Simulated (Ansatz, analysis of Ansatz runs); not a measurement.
# Interstitial H in bcc V, hop from a tetrahedral to the next tetrahedral site: migration barrier, PBE, part 2 of 2

Subject: interstitial H in bcc V, hop from a tetrahedral to the next tetrahedral site. Wanted: its migration barrier, in one set-up (PBE, 32-site cell, measured lattice, 420 eV, k: 4x4x4 Gamma-centred). The model is a cell of 32 host atoms with 1 H put in. The barrier is the energy of the highest image of a climbing band over the relaxed site that the atom leaves. The measured lattice removes the functional's error in the volume.

Ansatz 0.2.0; PBE, 32-site cell, measured lattice, 420 eV, k: 4x4x4 Gamma-centred.

So far: Set-up; Relaxation, charge 0.

## 3. Nudged elastic band

A band of images joins the two ends; its highest image climbs to the saddle, whose energy over the site left is the barrier.

This step: plane-wave PAW DFT, PBE; nudged elastic band between two relaxed defect structures at fixed charge.

The input, neb/input.yaml:

```yaml
crystal:
  lattice:
    - [0.0, 6.0574, 6.0574]
    - [6.0574, 0.0, 6.0574]
    - [6.0574, 6.0574, 0.0]
  atoms:
    - { symbol: V, position: [-0.00011034, 1.2362e-05, -1.2362e-05] }
    - { symbol: V, position: [0.124796287, 0.123513558, 0.125541026] }
    - { symbol: V, position: [0.251149129, 0.249796287, 0.248513558] }
    - { symbol: V, position: [0.377450296, 0.372549704, 0.364727846] }
    - { symbol: V, position: [-0.001486442, 0.000541026, 0.501149129] }
    - { symbol: V, position: [0.124256289, 0.123807461, 0.626578941] }
    - { symbol: V, position: [0.247549704, 0.239727846, 0.760272154] }
    - { symbol: V, position: [0.375919451, 0.374080549, 0.878656258] }
    - { symbol: V, position: [-0.001192539, 0.501578941, 0.000357309] }
    - { symbol: V, position: [0.123935291, 0.626064709, 0.124663448] }
    - { symbol: V, position: [0.249080549, 0.753656258, 0.246343742] }
    - { symbol: V, position: [0.376578941, 0.875357309, 0.374256289] }
    - { symbol: V, position: [-0.003656258, 0.500919451, 0.499080549] }
    - { symbol: V, position: [0.114727846, 0.635272154, 0.627450296] }
    - { symbol: V, position: [0.248421059, 0.751192539, 0.750743711] }
    - { symbol: V, position: [0.373850871, 0.874458974, 0.876486442] }
    - { symbol: V, position: [0.501064709, -0.000336552, 0.000336552] }
    - { symbol: V, position: [0.62511034, 0.12488966, 0.125012362] }
    - { symbol: V, position: [0.750357309, 0.249256289, 0.248807461] }
    - { symbol: V, position: [0.875541026, 0.376149129, 0.374796287] }
    - { symbol: V, position: [0.500743711, -0.000357309, 0.498421059] }
    - { symbol: V, position: [0.628656258, 0.121343742, 0.625919451] }
    - { symbol: V, position: [0.750336552, 0.248935291, 0.751064709] }
    - { symbol: V, position: [0.874642691, 0.373421059, 0.876192539] }
    - { symbol: V, position: [0.500203713, 0.498850871, -0.000541026] }
    - { symbol: V, position: [0.626192539, 0.625743711, 0.124642691] }
    - { symbol: V, position: [0.749987638, 0.75011034, 0.24988966] }
    - { symbol: V, position: [0.874663448, 0.875336552, 0.373935291] }
    - { symbol: V, position: [0.510272154, 0.502450296, 0.497549704] }
    - { symbol: V, position: [0.626486442, 0.625203713, 0.623850871] }
    - { symbol: V, position: [0.749458974, 0.751486442, 0.750203713] }
    - { symbol: V, position: [0.875012362, 0.874987638, 0.87511034] }
    - { symbol: H, position: [0.3125, 0.4375, 0.5625] }
basis:
  ecutwfc: 420
  xc_grid: 2
hamiltonian:
  xc: pbe
kpoints:
  mp_grid: { grid: [4, 4, 4] }
scf:
  occupations: { method: methfessel_paxton, width: 0.1 }
  max_iter: 120
output:
  forces: true
neb:
  images: 3
  f_tol: 0.04
  climbing: true
  initial_path: idpp
  max_iterations: 45
  order_check: false
  final_atoms:
    - { symbol: V, position: [-0.000918311, -0.000265634, 0.000265634] }
    - { symbol: V, position: [0.126295554, 0.123584405, 0.125469996] }
[... 1 atom line left out ...]
    - { symbol: V, position: [0.385418618, 0.372620534, 0.364656913] }
[... 1 atom line left out ...]
    - { symbol: V, position: [0.124226967, 0.121414599, 0.625848564] }
    - { symbol: V, position: [0.252596797, 0.239798713, 0.760201287] }
    - { symbol: V, position: [0.375890136, 0.373492034, 0.876121604] }
[... 2 atom lines left out ...]
    - { symbol: V, position: [0.251065895, 0.753727201, 0.246272799] }
[... 1 atom line left out ...]
    - { symbol: V, position: [-0.010125756, 0.502521266, 0.497478734] }
    - { symbol: V, position: [0.122696065, 0.635343087, 0.627379466] }
[... 6 atom lines left out ...]
    - { symbol: V, position: [0.501338935, -0.000286443, 0.498350234] }
    - { symbol: V, position: [0.625503774, 0.123878396, 0.626507966] }
[... 1 atom line left out ...]
    - { symbol: V, position: [0.87149013, 0.374151436, 0.878585401] }
[... 4 atom lines left out ...]
    - { symbol: V, position: [0.503802732, 0.500990364, 0.499009636] }
[... 3 atom lines left out ...]
    - { symbol: H, position: [0.187646431, 0.4375709, 0.5624291] }
```

Started as:

```
$ ansatz run input.yaml --threads 4 --pin off --max-ram 14131MiB --backend cpu --events-out ev --progress --plain --runs-dir out
```

Numbers of over 12 decimals in the logs are rounded to 6 here.

What it wrote:

```text
[...]
Warning: neb: disabling space-group detection — the band's intermediate images generally break the endpoint symmetry, so no spatial operation reduces the k-mesh or symmetrises the density, except that a semilocal band can use its path's symmetry ahead of [...]
[...]
parallel-image band execution: 2 concurrent image workers
NEB image 0
Crystal: 33 atoms, lattice volume = 444.517 Å³
Basis set: ecut = 420 eV, 8657 PW (Γ), exchange–correlation on 120×120×120 points (8 copies of the dense FFT grid, shifted against one another)
Bands: 251, of which v1, the nominal top of the filled ones, is band 209 counted from 1 (208 counted from 0)
Symmetry: 1 space group operations
k-points: 36 of 64 (time reversal used)
[...]
SCF iter   1: F=—  HF=-93213.206273 eV  |F-HF|=—  |Δ(HF+E_count)|=         —  Δρ=5.62e-3  dr2=1.68e-1  ethr=1.77e-3  ⟨swp⟩=7.2  Hψ=33059  notcnv=0
[...]
SCF iter   7: F=-93213.214107 eV  HF=-93213.214107 eV  |F-HF|=2.77e-8  |Δ(HF+E_count)|=   1.39e-7  S|Δr|=    0.00e0  Δρ=3.03e-6  dr2=3.73e-8  ethr=2.40e-11  ⟨swp⟩=2.4  Hψ=28076  notcnv=0
SCF 1 converged in 7 iterations: F = -93213.214107 eV  dr2 = 3.73e-8
[...]
NSCF: frozen V_eff on 36 k-points
NEB image 4
SCF iter   1: F=—  HF=-93213.206068 eV  |F-HF|=—  |Δ(HF+E_count)|=         —  Δρ=5.62e-3  dr2=1.69e-1  ethr=1.77e-3  ⟨swp⟩=7.1  Hψ=33196  notcnv=0
[...]
SCF iter   7: F=-93213.214107 eV  HF=-93213.214107 eV  |F-HF|=2.65e-8  |Δ(HF+E_count)|=   1.32e-7  S|Δr|=    0.00e0  Δρ=2.89e-6  dr2=3.56e-8  ethr=2.40e-11  ⟨swp⟩=2.3  Hψ=27996  notcnv=0
SCF 2 converged in 7 iterations: F = -93213.214107 eV  dr2 = 3.56e-8
[...]
NEB end point (image 0): max|allowed force component| = 1.141e-2 eV/Å (the criterion of neb.relax_end_points is 1.000e-2)
NEB end point (image 4): max|allowed force component| = 1.141e-2 eV/Å (the criterion of neb.relax_end_points is 1.000e-2)
NEB image 1
SCF iter   1: F=—  HF=-93213.100122 eV  |F-HF|=—  |Δ(HF+E_count)|=         —  Δρ=6.07e-3  dr2=2.51e-1  ethr=1.77e-3  ⟨swp⟩=7.0  Hψ=32844  notcnv=0
[...]
SCF iter   8: F=-93213.104231 eV  HF=-93213.104231 eV  |F-HF|=7.38e-9  |Δ(HF+E_count)|=   3.02e-8  S|Δr|=    0.00e0  Δρ=1.32e-6  dr2=9.63e-9  ethr=2.40e-11  ⟨swp⟩=3.0  Hψ=23185  notcnv=0
SCF 3 converged in 8 iterations: F = -93213.104231 eV  dr2 = 9.63e-9
NEB image 2
SCF iter   1: F=—  HF=-93213.008093 eV  |F-HF|=—  |Δ(HF+E_count)|=         —  Δρ=6.28e-3  dr2=2.91e-1  ethr=1.77e-3  ⟨swp⟩=7.0  Hψ=32715  notcnv=0  defer=1
[...]
SCF iter   8: F=-93213.011018 eV  HF=-93213.011018 eV  |F-HF|=6.02e-9  |Δ(HF+E_count)|=   1.22e-8  S|Δr|=    0.00e0  Δρ=1.08e-6  dr2=7.45e-9  ethr=2.40e-11  ⟨swp⟩=3.0  Hψ=23084  notcnv=0
SCF 4 converged in 8 iterations: F = -93213.011018 eV  dr2 = 7.45e-9
NEB image 3
SCF iter   1: F=—  HF=-93213.098225 eV  |F-HF|=—  |Δ(HF+E_count)|=         —  Δρ=6.06e-3  dr2=2.50e-1  ethr=1.77e-3  ⟨swp⟩=6.9  Hψ=33141  notcnv=0
[...]
SCF iter   7: F=-93213.104230 eV  HF=-93213.104231 eV  |F-HF|=7.14e-8  |Δ(HF+E_count)|=   2.57e-7  S|Δr|=    0.00e0  Δρ=4.43e-6  dr2=9.51e-8  ethr=2.40e-11  ⟨swp⟩=2.6  Hψ=28533  notcnv=0
SCF 5 converged in 7 iterations: F = -93213.104230 eV  dr2 = 9.51e-8
NEB iter   1: max|band force component| = 6.349e-1 eV/Å  barrier→ = 0.2031 eV  barrier← = 0.2031 eV  Δτ_max = 0.0540 Å  (37 SCF iters)
NEB image 1
[...]
iter 1 solved again at ethr=5.68e-5 eV; its pass at ethr=3.10e-3 eV (dr2=2.37e-1 eV) is discarded
[...]
SCF iter   8: F=-93213.157338 eV  HF=-93213.157338 eV  |F-HF|=1.11e-8  |Δ(HF+E_count)|=   4.93e-9  S|Δr|=    0.00e0  Δρ=1.17e-6  dr2=1.24e-8  ethr=2.40e-11  ⟨swp⟩=3.0  Hψ=19631  notcnv=0
SCF 6 converged in 8 iterations: F = -93213.157338 eV  dr2 = 1.24e-8
NEB image 2
[...]
SCF iter   8: F=-93213.088373 eV  HF=-93213.088373 eV  |F-HF|=1.91e-8  |Δ(HF+E_count)|=   7.00e-9  S|Δr|=    0.00e0  Δρ=1.53e-6  dr2=2.12e-8  ethr=2.40e-11  ⟨swp⟩=3.1  Hψ=19674  notcnv=0
SCF 7 converged in 8 iterations: F = -93213.088373 eV  dr2 = 2.12e-8
NEB image 3
[...]
SCF iter   8: F=-93213.157338 eV  HF=-93213.157338 eV  |F-HF|=1.10e-8  |Δ(HF+E_count)|=   4.99e-9  S|Δr|=    0.00e0  Δρ=1.17e-6  dr2=1.23e-8  ethr=2.40e-11  ⟨swp⟩=3.0  Hψ=19610  notcnv=0
SCF 8 converged in 8 iterations: F = -93213.157338 eV  dr2 = 1.23e-8
NEB iter   2: max|band force component| = 1.631e-1 eV/Å  barrier→ = 0.1257 eV  barrier← = 0.1257 eV  CI = image 2  Δτ_max = 0.0383 Å  (24 SCF iters)
NEB image 1
[...]
SCF iter   7: F=-93213.168397 eV  HF=-93213.168397 eV  |F-HF|=1.06e-8  |Δ(HF+E_count)|=   1.42e-8  S|Δr|=    0.00e0  Δρ=1.29e-6  dr2=1.40e-8  ethr=2.40e-11  ⟨swp⟩=3.2  Hψ=20293  notcnv=0
SCF 9 converged in 7 iterations: F = -93213.168397 eV  dr2 = 1.40e-8
NEB image 2
[...]
SCF iter   7: F=-93213.105091 eV  HF=-93213.105091 eV  |F-HF|=1.78e-8  |Δ(HF+E_count)|=   2.13e-8  S|Δr|=    0.00e0  Δρ=1.72e-6  dr2=2.37e-8  ethr=2.40e-11  ⟨swp⟩=3.1  Hψ=23404  notcnv=0
SCF 10 converged in 7 iterations: F = -93213.105091 eV  dr2 = 2.37e-8
NEB image 3
[...]
SCF iter   7: F=-93213.168398 eV  HF=-93213.168398 eV  |F-HF|=1.02e-8  |Δ(HF+E_count)|=   1.40e-8  S|Δr|=    0.00e0  Δρ=1.28e-6  dr2=1.36e-8  ethr=2.40e-11  ⟨swp⟩=3.2  Hψ=20278  notcnv=0
SCF 11 converged in 7 iterations: F = -93213.168398 eV  dr2 = 1.36e-8
NEB iter   3: max|band force component| = 7.983e-2 eV/Å  barrier→ = 0.1090 eV  barrier← = 0.1090 eV  CI = image 2  Δτ_max = 0.0164 Å  (21 SCF iters)
[...]
NEB iter   4: max|band force component| = 2.241e-2 eV/Å  barrier→ = 0.1062 eV  barrier← = 0.1062 eV  CI = image 2  Δτ_max = 0.0170 Å  (18 SCF iters)
[...]
NEB iter   5: max|band force component| = 4.200e-2 eV/Å  barrier→ = 0.1055 eV  barrier← = 0.1055 eV  CI = image 2  Δτ_max = 0.0123 Å  (6 SCF iters)
NEB image 1
[...]
SCF iter   6: F=-93213.170503 eV  HF=-93213.170504 eV  |F-HF|=4.35e-8  |Δ(HF+E_count)|=   1.56e-8  S|Δr|=    0.00e0  Δρ=2.83e-6  dr2=4.66e-8  ethr=2.40e-11  ⟨swp⟩=3.3  Hψ=20228  notcnv=0
SCF 16 converged in 6 iterations: F = -93213.170503 eV  dr2 = 4.66e-8
NEB image 2
[...]
SCF iter   6: F=-93213.108852 eV  HF=-93213.108852 eV  |F-HF|=5.48e-8  |Δ(HF+E_count)|=   1.85e-8  S|Δr|=    0.00e0  Δρ=2.77e-6  dr2=5.78e-8  ethr=2.40e-11  ⟨swp⟩=2.1  Hψ=21703  notcnv=0
SCF 17 converged in 6 iterations: F = -93213.108852 eV  dr2 = 5.78e-8
NEB image 3
[...]
SCF iter   6: F=-93213.170503 eV  HF=-93213.170503 eV  |F-HF|=4.32e-8  |Δ(HF+E_count)|=   1.58e-8  S|Δr|=    0.00e0  Δρ=2.82e-6  dr2=4.63e-8  ethr=2.40e-11  ⟨swp⟩=3.3  Hψ=20265  notcnv=0
SCF 18 converged in 6 iterations: F = -93213.170503 eV  dr2 = 4.63e-8
NEB image 1
[...]
NEB image 3
[...]
NEB image 2
[...]
NEB iter   6: max|band force component| = 8.939e-3 eV/Å  barrier→ = 0.1053 eV  barrier← = 0.1053 eV  CI = image 2  Δτ_max = 0.0000 Å  (18 SCF iters)
SCF converged after 6 iterations
[...]
Free energy (F): -93213.108852 eV
[...]
Internal energy: -93213.116917 eV  (E = F + TS)
E sigma→0 (E₀):  -93213.110868 eV
Entropy (-TS):   0.008065 eV (0.244 meV/atom)
Fermi energy:    16.003410 eV
[...]
--- Forces (eV/Å), atoms counted from 1 ---
  atom   1  V      0.00054145     0.00158813     0.00062656
  atom   2  V     -0.00664775    -0.00296456     0.00296397
  [... 1 atom left out ...]
  atom   4  V      0.00025604     0.00633236    -0.00633127
  [... 2 atoms left out ...]
  atom   7  V      0.00130360     0.00113286    -0.00113290
  atom   8  V     -0.00334446    -0.00220984    -0.00294368
  [... 2 atoms left out ...]
  atom  11  V      0.00121404     0.00210887    -0.00210945
  [... 1 atom left out ...]
  atom  13  V      0.00099435    -0.00506905    -0.00121177
  atom  14  V      0.00207210     0.00591119    -0.00591104
  [... 4 atoms left out ...]
  atom  19  V     -0.00094631     0.00068885     0.00063427
  [... 2 atoms left out ...]
  atom  22  V      0.00308731    -0.00175710    -0.00285230
  [... 6 atoms left out ...]
  atom  29  V      0.00099431     0.00121232     0.00506882
  [... 3 atoms left out ...]
  atom  33  H     -0.00209452    -0.00133198     0.00133210
  max |Σ_I F_I| component: 1.01e-5 eV/Å
--- Band table (eV; the first three rows and the last of 36) ---
[...]
[... further k-points left out ...]
this run last wrote the band of iteration 6 to <dir>; this run last wrote the band within `neb.f_tol` of iteration 4 to <dir>
--- NEB band (5 images, 6 band iterations, 124 SCF iterations) ---
  forward barrier  = 0.105255 eV
  backward barrier = 0.105255 eV
  lagrangian_above_aufbau_ev (what the smearing adds, to first order; not taken off the barriers): saddle image -0.000266 eV, end points -0.001366 and -0.001366 eV
  climbing image's point = of an order that was not read
  energies are F+E_penalty+E_count in eV, relative to image 0
  image     s (Å)  Δ vs image 0  max|band force component| (eV/Å)
      0    0.0000      0.000000                                 —
      1    0.3122      0.043603                          8.939e-3
  *   2    0.6244      0.105255                          7.013e-3
      3    0.9365      0.043603                          8.928e-3
      4    1.2487     -0.000000                                 —
  climbing-image geometry (image 2):
  cell:  # Å, volume = 444.5174 Å³
    - [0.0, 6.0574, 6.0574]
    - [6.0574, 0.0, 6.0574]
    - [6.0574, 6.0574, 0.0]
  atoms:
    - { symbol: V, position: [0.002894, -0.000482, 0.000474] }
    - { symbol: V, position: [0.124689, 0.125022, 0.125746] }
    - { symbol: V, position: [0.253427, 0.246849, 0.247279] }
    - { symbol: V, position: [0.389328, 0.365519, 0.355972] }
    - { symbol: V, position: [-0.003760, 0.004568, 0.503099] }
    - { symbol: V, position: [0.126010, 0.124109, 0.625553] }
    - { symbol: V, position: [0.250084, 0.243734, 0.756245] }
    - { symbol: V, position: [0.374143, 0.374442, 0.875897] }
    - { symbol: V, position: [-0.004050, 0.503148, 0.005100] }
    - { symbol: V, position: [0.125065, 0.624326, 0.127359] }
    - { symbol: V, position: [0.250084, 0.754049, 0.245930] }
    - { symbol: V, position: [0.375084, 0.872649, 0.375672] }
    - { symbol: V, position: [0.001276, 0.498982, 0.501000] }
    - { symbol: V, position: [0.110817, 0.644028, 0.634484] }
    - { symbol: V, position: [0.246713, 0.752739, 0.753166] }
    - { symbol: V, position: [0.375463, 0.874253, 0.874969] }
    - { symbol: V, position: [0.497261, -0.000482, 0.000474] }
    - { symbol: V, position: [0.629031, 0.119748, 0.122336] }
    - { symbol: V, position: [0.752591, 0.246849, 0.247279] }
    - { symbol: V, position: [0.873222, 0.375567, 0.378135] }
    - { symbol: V, position: [0.504185, -0.005077, 0.496854] }
    - { symbol: V, position: [0.624474, 0.124109, 0.625553] }
    - { symbol: V, position: [0.750083, 0.249342, 0.750639] }
    - { symbol: V, position: [0.875663, 0.374442, 0.875897] }
    - { symbol: V, position: [0.503898, 0.496904, -0.004553] }
    - { symbol: V, position: [0.623396, 0.624326, 0.127359] }
    - { symbol: V, position: [0.750079, 0.745560, 0.254428] }
    - { symbol: V, position: [0.876742, 0.872649, 0.375672] }
    - { symbol: V, position: [0.498888, 0.498982, 0.501000] }
    - { symbol: V, position: [0.626933, 0.621857, 0.624424] }
    - { symbol: V, position: [0.747528, 0.752739, 0.753166] }
    - { symbol: V, position: [0.871116, 0.877661, 0.880253] }
    - { symbol: H, position: [0.250059, 0.455560, 0.544468] }
```

Wall time 60 min (4 threads of Arm Neoverse V1, shared host); peak memory 10 GiB.

Images along the path:

| image | path (Å) | energy (eV) | H33: x, y, z (Å) |
| --- | --- | --- | --- |
| 0 | 0.000 | 0.0000 | 6.057, 5.300, 4.543 |
| 1 | 0.312 | 0.0436 | 6.058, 5.051, 4.461 |
| 2 | 0.624 | 0.1053 | 6.058, 4.813, 4.274 |
| 3 | 0.936 | 0.0436 | 6.058, 4.626, 4.036 |
| 4 | 1.249 | 0.0000 | 6.057, 4.544, 3.787 |

Numbers from this step:

```
free energy      : -93213.1089 eV
smearing term TS : -0.008065 eV
barrier forward  : 0.1053 eV
barrier backward : 0.1053 eV
```

## 4. Outcome

```
migration barrier (saddle less minimum) : 0.11 eV
energy difference of the two ends       : 0.00 eV
length of the hop                       : 1.07 Å
time of the whole chain                 : 67 min on 4 threads
```

What this shows: Migration barrier: computed 0.11 eV, measured 0.046 eV; 0.06 eV above the measurement. The measured number is an Arrhenius activation energy of long-range diffusion; for H it holds zero-point energy and, in bcc metals near room temperature, tunnelling. One hop between neighbouring sites is computed at the host's lattice. Limits: the periodic copies of the defect are only 8.6 Å apart.

[Logs are printed without paths, hosts, clocks, repeated set-up lines and the standing remarks that a program may print on its own settings, such as how far it seeks lower states.]

[Hosts, paths, dates, database ids (printed as entryN), source tags and the programs' standing remarks are cut or masked in the printed files.]

[For some hosts the program warned that the k-mesh of the response run may be too coarse for force constants and the static dielectric constant; such warnings are not shown here.]
